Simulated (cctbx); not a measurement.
# CrSn2RhPb2 with cctbx, script by script

Library: cctbx 2025.11. The data are simulated by the first script.

## 1. Simulate the data

run.py:

```python
from cctbx import adptbx, crystal, miller, sgtbx, xray
from cctbx.array_family import flex
from iotbx.shelx import hklf
from scitbx import matrix
import scitbx.random

cs = crystal.symmetry(unit_cell=(5.58, 9.525, 10.113, 90, 90, 90), space_group_symbol='Hall: F 2 2')  # F222
atoms = [  # label, site, U (iso, or U11 U22 U33 U12 U13 U23 in A^2), occupancy
    ("Pb1", (0.5, 0.8333, 0), (0.0092, 0.0090, 0.0106, 0.0000, -0.0010, 0.0000), 1),
    ("Sn1", (0.75, 0.9186, 0.25), (0.0149, 0.0121, 0.0106, 0.0000, -0.0004, 0.0000), 1),
    ("Rh1", (0, 0, 0), (0.0136, 0.0094, 0.0135, 0.0000, 0.0000, 0.0000), 1),
    ("Cr1", (0.75, 0.25, 0.25), (0.0170, 0.0141, 0.0171, 0.0000, 0.0000, 0.0000), 1),
]
xs = xray.structure(crystal_symmetry=cs)
for label, site, u, occ in atoms:
    u = adptbx.u_cif_as_u_star(cs.unit_cell(), u) if isinstance(u, tuple) else u
    xs.add_scatterer(xray.scatterer(label, site=site, u=u, occupancy=occ))
xs.set_inelastic_form_factors(0.71073, "sasaki")
xs.show_summary()
p1 = xs.expand_to_p1()
ms = miller.build_set(p1, anomalous_flag=True, d_min=0.77)
flex.set_random_seed(435394)
scitbx.random.set_random_seed(435394)
ms = ms.select(flex.random_double(ms.size()) < 0.9)
i = ms.structure_factors_from_scatterers(p1, algorithm="direct").f_calc().as_intensity_array().data()
i = i * 70000 / flex.max(i)
sig = flex.sqrt(i + flex.pow2(0.04 * i) + 15 ** 2)
noise = scitbx.random.variate(scitbx.random.normal_distribution())(i.size())
data = ms.array(data=i + sig * noise, sigmas=sig).set_observation_type_xray_intensity()
with open("data.hkl", "w") as f:
    data.export_as_shelx_hklf(f)
print("reflections written:", data.size(), " <I/sigma> = %.1f" % flex.mean(data.data() / data.sigmas()))
for h, a, b in list(data.sort("data"))[:12]:
    print("%4d%4d%4d %9.1f %7.1f" % (h + (a, b)))
```

```console
$ python run.py
```

```text
Number of scatterers: 4
At special positions: 4
Unit cell: (5.58, 9.525, 10.113, 90, 90, 90)
Space group: F 2 2 2 (No. 22)
reflections written: 4428  <I/sigma> = 4.4
   0   0  -4   73389.0  2812.5
   2   0  -2   68185.7  2736.8
   2   0   2   67477.6  2736.8
  -2   0   2   65139.9  2736.8
  -2   0  -2   64580.0  2736.8
   0   6   2   45491.3  1738.7
   0  -6  -2   43210.8  1738.7
  -1   3   1   43104.6  1695.1
   0   6  -2   42703.5  1738.7
   1  -3   1   42032.6  1695.1
   0  -6   2   41406.8  1738.7
  -1  -3  -1   40774.0  1695.1
```

Run time: 0.23 s on 1 thread of Arm Neoverse V2 (shared host), peak memory 0.07 GiB.

## 2. Refinement (refined in the given hand)

run.py:

```python
import math
from cctbx import adptbx, crystal, maptbx, sgtbx, xray
from cctbx.array_family import flex
from cctbx.xray import observations
from iotbx.shelx import hklf
from scitbx.lstbx import normal_eqns_solving
from smtbx import absolute_structure, utils
from smtbx.refinement import constraints, least_squares

cs = crystal.symmetry(unit_cell=(5.58, 9.525, 10.113, 90, 90, 90), space_group_symbol='Hall: F 2 2')  # F222
atoms = [  # label, site, U (iso, or U11 U22 U33 U12 U13 U23 in A^2), occupancy
    ("Pb1", (0.5, 0.8333, 0), 0.0200, 1),
    ("Sn1", (0.75, 0.9194, 0.25), 0.0200, 1),
    ("Rh1", (0, 0, 0), 0.0200, 1),
    ("Cr1", (0.75, 0.25, 0.25), 0.0200, 1),
]
xs = xray.structure(crystal_symmetry=cs)
for label, site, u, occ in atoms:
    u = adptbx.u_cif_as_u_star(cs.unit_cell(), u) if isinstance(u, tuple) else u
    xs.add_scatterer(xray.scatterer(label, site=site, u=u, occupancy=occ))
xs.set_inelastic_form_factors(0.71073, "sasaki")
xs.convert_to_anisotropic()
raw = hklf.reader(file_name="data.hkl").as_miller_arrays(crystal_symmetry=cs, anomalous=True)[0]
merged = raw.eliminate_sys_absent().merge_equivalents()
fo2 = merged.array().set_observation_type_xray_intensity()
print("Rint %.3f, %d unique reflections to %.2f A" % (merged.r_int(), fo2.size(), fo2.d_min()))
for sc in xs.scatterers():
    sc.flags.set_grad_site(True)
    sc.flags.set_grad_u_aniso(sc.flags.use_u_aniso())
    sc.flags.set_grad_u_iso(sc.flags.use_u_iso())
obs = fo2.as_xray_observations()
extra = {}
rep = constraints.reparametrisation(xs, [], utils.connectivity_table(xs), **extra)
ls = least_squares.crystallographic_ls(obs, rep, weighting_scheme=least_squares.mainstream_shelx_weighting(a=0, b=0))
print("cycle     R1     wR2    GooF  max shift (A)")
for cycle in range(8):
    ls.build_up()
    r1, wr2, goof = ls.r1_factor(cutoff_factor=2)[0], ls.wR2(), ls.goof()
    old = xs.sites_cart()
    normal_eqns_solving.levenberg_marquardt_iterations(ls, n_max_iterations=3, tau=1e-06, step_threshold=1e-7)
    big = flex.max((xs.sites_cart() - old).norms())
    print("%4d %7.4f %7.4f %7.3f %9.5f" % (cycle + 1, r1, wr2, goof, big))
    ls.build_up(objective_only=True)
    if abs(ls.wR2() - wr2) < 5e-5 and big < 5e-4:
        break
ls.build_up()
print("final R1 %.4f wR2 %.4f GooF %.3f  parameters %d  data/parameter %.1f" % (ls.r1_factor(cutoff_factor=2)[0], ls.wR2(), ls.goof(), ls.n_parameters, fo2.size() / ls.n_parameters))
cov = ls.covariance_matrix_and_annotations()
su = dict(zip(cov.annotations, (math.sqrt(max(v, 0)) for v in cov.matrix.matrix_packed_u_diagonal())))
a2 = cs.unit_cell().reciprocal_parameters()[0] ** -2
print("atom        x        y        z      Ueq    occ   su(xyz)  su(Uiso or U11)")
for sc in xs.scatterers():
    s = max(su.get(sc.label + k, 0) for k in (".x", ".y", ".z"))
    npd = "" if sc.is_positive_definite_u(cs.unit_cell()) else "  NPD"
    print("%-5s %8.5f %8.5f %8.5f %8.4f %6.3f %8.5f %7.4f%s" % ((sc.label,) + sc.site + (sc.u_iso_or_equiv(cs.unit_cell()), sc.occupancy, s, su.get(sc.label + ".uiso", su.get(sc.label + ".u11", 0) * a2), npd)))
fc = fo2.structure_factors_from_scatterers(xs, algorithm="direct").f_calc()
absolute_structure.flack_analysis(xs, fo2.as_xray_observations()).show()
h = absolute_structure.hooft_analysis(fo2, fc, scale_factor=ls.scale_factor())
print("Hooft y: %.3f(%.0f)  Bijvoet pairs: %d" % (h.hooft_y, 1000 * h.sigma_y, h.n_bijvoet_pairs))
fo = fo2.f_sq_as_f()
fc = fo.structure_factors_from_scatterers(xs, algorithm="direct").f_calc()
diff = fo.f_obs_minus_f_calc(1 / math.sqrt(ls.scale_factor()), fc).average_bijvoet_mates()
m = diff.fft_map(symmetry_flags=maptbx.use_space_group_symmetry, resolution_factor=0.25).apply_volume_scaling()
print("difference map: max %.2f min %.2f rms %.2f" % (m.statistics().max(), m.statistics().min(), m.statistics().sigma()))
peaks = m.peak_search(parameters=maptbx.peak_search_parameters(min_distance_sym_equiv=0.6, max_clusters=6)).all()
near = xs.closest_distances(peaks.sites(), distance_cutoff=4)
sps = cs.special_position_settings(min_distance_sym_equiv=0.5)
for k, (x, h) in enumerate(zip(peaks.sites(), peaks.heights())):
    ss = sps.site_symmetry(x)
    print("Q%-3d %7.4f %7.4f %7.4f %4d %7.2f  %.2f A from %s" % ((k + 1,) + tuple(t % 1 for t in ss.exact_site()) + (ss.multiplicity(), h, near.smallest_distances[k], xs.scatterers()[near.i_seqs[k]].label)))
```

```console
$ python run.py
```

```text
Rint 0.027, 316 unique reflections to 0.77 A
cycle     R1     wR2    GooF  max shift (A)
   1  0.0839  0.1982   6.574   0.00815
   2  0.0114  0.0269   0.893   0.00000
final R1 0.0114 wR2 0.0269 GooF 0.893  parameters 16  data/parameter 19.8
atom        x        y        z      Ueq    occ   su(xyz)  su(Uiso or U11)
Pb1    0.50000  0.83328  0.00000   0.0096  1.000  0.00002  0.0001
Sn1    0.75000  0.91854  0.25000   0.0125  1.000  0.00004  0.0003
Rh1    0.00000  0.00000  0.00000   0.0120  1.000  0.00000  0.0003
Cr1    0.75000  0.25000  0.25000   0.0157  1.000  0.00000  0.0008
Flack x: 0.002(6)
Hooft y: 0.001(6)  Bijvoet pairs: 124
difference map: max 0.55 min -0.78 rms 0.21
Q1    0.9929  0.1582  0.2435   16    0.55  1.61 A from Sn1
Q2    0.1751  0.2465  0.4940   16    0.52  1.24 A from Pb1
Q3    0.1942  0.9990  0.0312   16    0.52  1.13 A from Rh1
Q4    0.0046  0.1621  0.0758   16    0.48  1.72 A from Rh1
Q5    0.2500  0.2500  0.6880    8    0.48  0.63 A from Cr1
Q6    0.0580  0.2496  0.7886   16    0.46  1.14 A from Cr1
```

Time: 0.35 s.

## 3. Refinement

run.py, as its changes from the last script of this kind:

```diff
@@ -12,4 +12,4 @@
-    ("Pb1", (0.5, 0.8333, 0), 0.0200, 1),
-    ("Sn1", (0.75, 0.9194, 0.25), 0.0200, 1),
-    ("Rh1", (0, 0, 0), 0.0200, 1),
-    ("Cr1", (0.75, 0.25, 0.25), 0.0200, 1),
+    ("Pb1", (0.5, 0.16672, 0), 0.0096, 1),
+    ("Sn1", (0.25, 0.08146, 0.75), 0.0125, 1),
+    ("Rh1", (0, 0, 0), 0.0120, 1),
+    ("Cr1", (0.25, 0.75, 0.75), 0.0157, 1),
```

```console
$ python run.py
```

```text
Rint 0.027, 316 unique reflections to 0.77 A
cycle     R1     wR2    GooF  max shift (A)
   1  0.1020  0.2835   9.401   0.00306
   2  0.0998  0.2706   8.975   0.00003
final R1 0.0997 wR2 0.2706 GooF 8.975  parameters 16  data/parameter 19.8
atom        x        y        z      Ueq    occ   su(xyz)  su(Uiso or U11)
Pb1    0.50000  0.16665  0.00000   0.0087  1.000  0.00015  0.0013
Sn1    0.25000  0.08178  0.75000   0.0147  1.000  0.00040  0.0029
Rh1    0.00000  0.00000  0.00000   0.0114  1.000  0.00000  0.0030
Cr1    0.25000  0.75000  0.75000   0.0089  1.000  0.00000  0.0065
Flack x: 1.03(3)
Hooft y: 1.118(8)  Bijvoet pairs: 124
difference map: max 15.96 min -4.99 rms 0.93
Q1    0.0000  0.1711  0.5000    8   16.58  0.04 A from Pb1
Q2    0.2500  0.0818  0.2500    8    7.64  1.56 A from Sn1
Q3    0.2500  0.0771  0.7500    8    6.15  0.04 A from Sn1
Q4    0.0000  0.0000  0.0000    4    2.89  0.00 A from Rh1
Q5    0.2500  0.2500  0.2500    4    1.44  0.00 A from Cr1
Q6    0.0000  0.0000  0.5000    4    1.34  1.59 A from Pb1
```

Time: 0.36 s.

This run holds a fault made on purpose: the structure inverted.

## 4. Simulate the data

run.py, as its changes from the last script of this kind:

```diff
@@ -18 +18 @@
-xs.set_inelastic_form_factors(0.71073, "sasaki")
+xs.set_inelastic_form_factors(1.54184, "sasaki")
@@ -21,3 +21,3 @@
-ms = miller.build_set(p1, anomalous_flag=True, d_min=0.77)
-flex.set_random_seed(435394)
-scitbx.random.set_random_seed(435394)
+ms = miller.build_set(p1, anomalous_flag=True, d_min=0.83)
+flex.set_random_seed(904279)
+scitbx.random.set_random_seed(904279)
@@ -25,0 +26 @@
+i = i / flex.sqrt(1 + 0.3 * i / flex.max(i))  # extinction
@@ -27 +28 @@
-sig = flex.sqrt(i + flex.pow2(0.04 * i) + 15 ** 2)
+sig = flex.sqrt(i + flex.pow2(0.06 * i) + 8 ** 2)
```

```console
$ python run.py
```

```text
Number of scatterers: 4
At special positions: 4
Unit cell: (5.58, 9.525, 10.113, 90, 90, 90)
Space group: F 2 2 2 (No. 22)
reflections written: 3494  <I/sigma> = 3.3
   2   0   2   74045.8  4107.6
   0   0   4   73583.9  4208.3
   0   0  -4   69416.5  4208.3
  -2   0   2   67388.3  4107.6
  -2   0  -2   65211.4  4107.6
   2   0  -2   64653.8  4107.6
   2   0   6   47359.1  2526.9
   0  -6   2   46928.0  2731.2
   2   0  -6   45899.8  2526.9
   0   6   2   45812.6  2731.2
   0   6  -2   44907.4  2731.2
  -2   0  -6   44437.7  2526.9
```

Time: 0.21 s.

## 5. Refinement (refined in the given hand)

run.py, as its changes from the last script of this kind:

```diff
@@ -12,4 +12,4 @@
-    ("Pb1", (0.5, 0.16672, 0), 0.0096, 1),
-    ("Sn1", (0.25, 0.08146, 0.75), 0.0125, 1),
-    ("Rh1", (0, 0, 0), 0.0120, 1),
-    ("Cr1", (0.25, 0.75, 0.75), 0.0157, 1),
+    ("Pb1", (0.5, 0.8367, 0), 0.0200, 1),
+    ("Sn1", (0.75, 0.9193, 0.25), 0.0200, 1),
+    ("Rh1", (0, 0, 0), 0.0200, 1),
+    ("Cr1", (0.75, 0.25, 0.25), 0.0200, 1),
@@ -21 +21 @@
-xs.set_inelastic_form_factors(0.71073, "sasaki")
+xs.set_inelastic_form_factors(1.54184, "sasaki")
```

```console
$ python run.py
```

```text
Rint 0.040, 251 unique reflections to 0.84 A
cycle     R1     wR2    GooF  max shift (A)
   1  0.1412  0.4332  10.895   0.03042
   2  0.0179  0.0452   1.138   0.00429
   3  0.0171  0.0397   0.999   0.00002
final R1 0.0171 wR2 0.0397 GooF 0.998  parameters 16  data/parameter 15.7
atom        x        y        z      Ueq    occ   su(xyz)  su(Uiso or U11)
Pb1    0.50000  0.83325  0.00000   0.0095  1.000  0.00002  0.0003
Sn1    0.75000  0.91864  0.25000   0.0128  1.000  0.00005  0.0005
Rh1    0.00000  0.00000  0.00000   0.0130  1.000  0.00000  0.0006
Cr1    0.75000  0.25000  0.25000   0.0184  1.000  0.00000  0.0016
Flack x: -0.02(7)
Hooft y: 0.004(64)  Bijvoet pairs: 97
difference map: max 1.09 min -1.82 rms 0.38
Q1    0.9963  0.0636  0.3224   16    1.10  1.60 A from Sn1
Q2    0.9910  0.0986  0.1686   16    1.05  1.67 A from Sn1
Q3    0.0112  0.2292  0.1725   16    0.97  1.67 A from Cr1
Q4    0.0000  0.0000  0.2105    8    0.95  1.65 A from Sn1
Q5    0.2500  0.2500  0.5361    8    0.89  1.65 A from Pb1
Q6    0.2140  0.1743  0.0925   16    0.84  1.83 A from Sn1
```

Time: 0.38 s.

## 6. Simulate the data

run.py, as its changes from the last script of this kind:

```diff
@@ -18 +18 @@
-xs.set_inelastic_form_factors(1.54184, "sasaki")
+xs.set_inelastic_form_factors(0.71073, "sasaki")
@@ -21,3 +21,3 @@
-ms = miller.build_set(p1, anomalous_flag=True, d_min=0.83)
-flex.set_random_seed(904279)
-scitbx.random.set_random_seed(904279)
+ms = miller.build_set(p1, anomalous_flag=True, d_min=0.6)
+flex.set_random_seed(83892)
+scitbx.random.set_random_seed(83892)
@@ -26,3 +26,7 @@
-i = i / flex.sqrt(1 + 0.3 * i / flex.max(i))  # extinction
-i = i * 70000 / flex.max(i)
-sig = flex.sqrt(i + flex.pow2(0.06 * i) + 8 ** 2)
+law = matrix.sqr((-1, 0, 0, 0, -1, 0, 0, 0, -1))
+mate = flex.miller_index([tuple(matrix.row(h) * law) for h in ms.indices()])
+i2 = ms.customized_copy(indices=mate).structure_factors_from_scatterers(p1, algorithm="direct").f_calc().as_intensity_array().data()
+i = (1 - 0.5) * i + 0.5 * i2
+i = i / flex.sqrt(1 + 0.1 * i / flex.max(i))  # extinction
+i = i * 20000 / flex.max(i)
+sig = flex.sqrt(i + flex.pow2(0.04 * i) + 4 ** 2)
```

```console
$ python run.py
```

```text
Number of scatterers: 4
At special positions: 4
Unit cell: (5.58, 9.525, 10.113, 90, 90, 90)
Space group: F 2 2 2 (No. 22)
reflections written: 9362  <I/sigma> = 3.2
   0   0  -4   20630.0   812.4
   2   0   2   20539.1   791.7
   0   0   4   20362.5   812.4
   2   0  -2   19371.5   791.7
  -2   0  -2   19090.0   791.7
  -2   0   2   18862.6   791.7
   0   6   2   12661.1   514.4
   0  -6   2   12613.1   514.4
   0  -6  -2   12225.8   514.4
  -2   0  -6   11973.4   474.5
  -2   0   6   11853.7   474.5
  -1  -3  -1   11679.8   467.4
```

It took 0.27 s on 1 thread of Arm Neoverse V2 (shared host), peak memory 0.07 GiB.

[Logs are printed without paths, hosts, clocks, repeated set-up lines and the standing remarks that a program may print on its own settings, such as how far it seeks lower states.]
